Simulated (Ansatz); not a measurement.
An input for Ansatz 0.2.0 (InSe (R3m)):

```yaml
crystal:
  lattice:
    - [2.0225402113, 1.1677141354, 8.6789002114]
    - [-2.0225402113, 1.1677141354, 8.6789002114]
    - [0.0, -2.3354282708, 8.6789002114]
  atoms:
    - { symbol: In, position: [0.0023583266, 0.0023583266, 0.0023583266] }
    - { symbol: In, position: [0.1098225416, 0.1098225416, 0.1098225416] }
    - { symbol: Se, position: [0.6207247466, 0.6207247466, 0.6207247466] }
    - { symbol: Se, position: [0.8247943852, 0.8247943852, 0.8247943852] }
kpoints:
  mp_grid: { grid: [4, 4, 4] }
  band_path:
    path:
      - [0.0, 0.0, 0.0]
      - [-0.5, -0.5, -0.5]
      - [-0.5, -0.17951802, -0.82048198]
      - [-0.17951802, 0.17951802, -0.5]
      - [0.0, 0.0, -0.5]
      - [0.0, 0.33975901, -0.33975901]
      - [-0.33975901, 0.0, -0.66024099]
      - [-0.5, 0.0, -0.5]
    npoints: 1
hamiltonian:
  xc: hse06
scf:
  occupations: { method: fixed }
  n_extra_bands: 5
output:
  eigenvalues: true
```

```sh
ansatz run input.yaml --threads 3 --pin off --max-ram 92160MiB --backend cuda --events-out ev --progress --plain --runs-dir out --devices 1 --max-vram 13GiB
```

**Question.** How long will it take on 1 × NVIDIA H100 80GB HBM3 (shared by 6 runs) with 3 threads of AMD EPYC 7R13 (Zen 3), shared host, and how much memory?

It took 29 s; on shared hardware allow 14 s to 57 s. Peak host memory was 1.6 GiB. The sizes that set the cost: 2411 plane waves a state, 13 irreducible k points and 17 SCF cycles.

Exact exchange couples every pair of k points and filled bands, so it costs far more than a semilocal run.

[Paths, hosts, dates, memory and timing lines, banners, echoed tables and standing remarks are left out of the program output.]

[Logs are printed without paths, hosts, clocks, repeated set-up lines and the standing remarks that a program may print on its own settings, such as how far it seeks lower states.]

[Runs of the session that timed out or met a known fault of the program may be left out.]

[Cells called generated may have been cut or substituted from an entry of the Crystallography Open Database or the Materials Project.]

[Hosts, paths, dates, database ids (printed as entryN), source tags and the programs' standing remarks are cut or masked in the printed files.]
